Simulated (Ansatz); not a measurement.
## HfC (Fm-3m): the Drude term of Re ε in the infrared

Re ε of HfC (Fm-3m) at low photon energies is read from one computed spectrum; the carriers' damping was typed as γ = 0.05 eV.

The structure is cubic, space group Fm-3m (No. 225). The conventional cell has a = 4.650 Å, b = 4.650 Å, c = 4.650 Å, α = 90.00°, β = 90.00°, γ = 90.00°. Around Hf on site b lie 6 C at 2.33 Å. C on site a is surrounded by 6 Hf at 2.33 Å.

Method: Ansatz 0.2.0, PBE, independent particles, k-mesh 16×16×16 with interpolation inside its cells, Gaussian parameter 0.1 eV.

Launch of the response step: `ansatz run input.yaml --threads 4 --pin off --max-ram 8192MiB --backend cpu --events-out ev --progress --plain --runs-dir out`. The run took 19 s, on 4 threads of Arm Neoverse V2, with other jobs on the host.

```tsv
photon energy E (eV)	wavelength (µm)	Re ε
0.25	4.96	-139.7
0.30	4.13	-84.8
0.35	3.54	-54.8
0.40	3.10	-36.8
0.50	2.48	?
0.60	2.07	-6.6
0.70	1.77	-3.5
```

A Drude term over a constant background gives Re ε = ε_b − ωp²/(E² + γ²), linear in 1/(E² + γ²).

Working, on the rows shown:

| x = 1/(E² + γ²) (eV⁻²) | y = Re ε |
| --- | --- |
| 15.3846 | -139.7 |
| 10.8108 | -84.8 |
| 8 | -54.8 |
| 6.15385 | -36.8 |
| 2.75862 | -6.6 |
| 2.03046 | -3.5 |

Means: x̄ = 7.5231, ȳ = -54.367. Σ(x − x̄)(y − ȳ) = -1302, Σ(x − x̄)² = 127.6. Slope = -1302 / 127.6 = -10.21; intercept = ȳ − slope · x̄ = 22.415. The line misses the rows shown by at most 5.2.

What does the fit predict for the withheld row, and how well does it do?

At x = 3.9604 the line gives y = -18.006. The run gave -16.0, so the interpolation is off by 2, 1.5 % of the range in the table.

Refitted with all rows, the slope is -10.25 and the intercept 23.011. These give ωp = √(−slope) = 3.20 eV, against 3.58 eV from the program's Fermi-surface sum, and an intercept of 23.0. Taking the program's Drude term off the rows leaves 57 at the lowest energy and 22 at the highest, so the background isn't constant: interband transitions lie in or near the window, and neither fitted number can be trusted. The cell comes from an older database entry, whose edges can be off by a per cent or so. The values come from a sum over the points of one k-mesh and carry its error, which is largest for Fermi-surface quantities. Spin-orbit coupling is left out.

[Logs are printed without paths, hosts, clocks, repeated set-up lines and the standing remarks that a program may print on its own settings, such as how far it seeks lower states.]
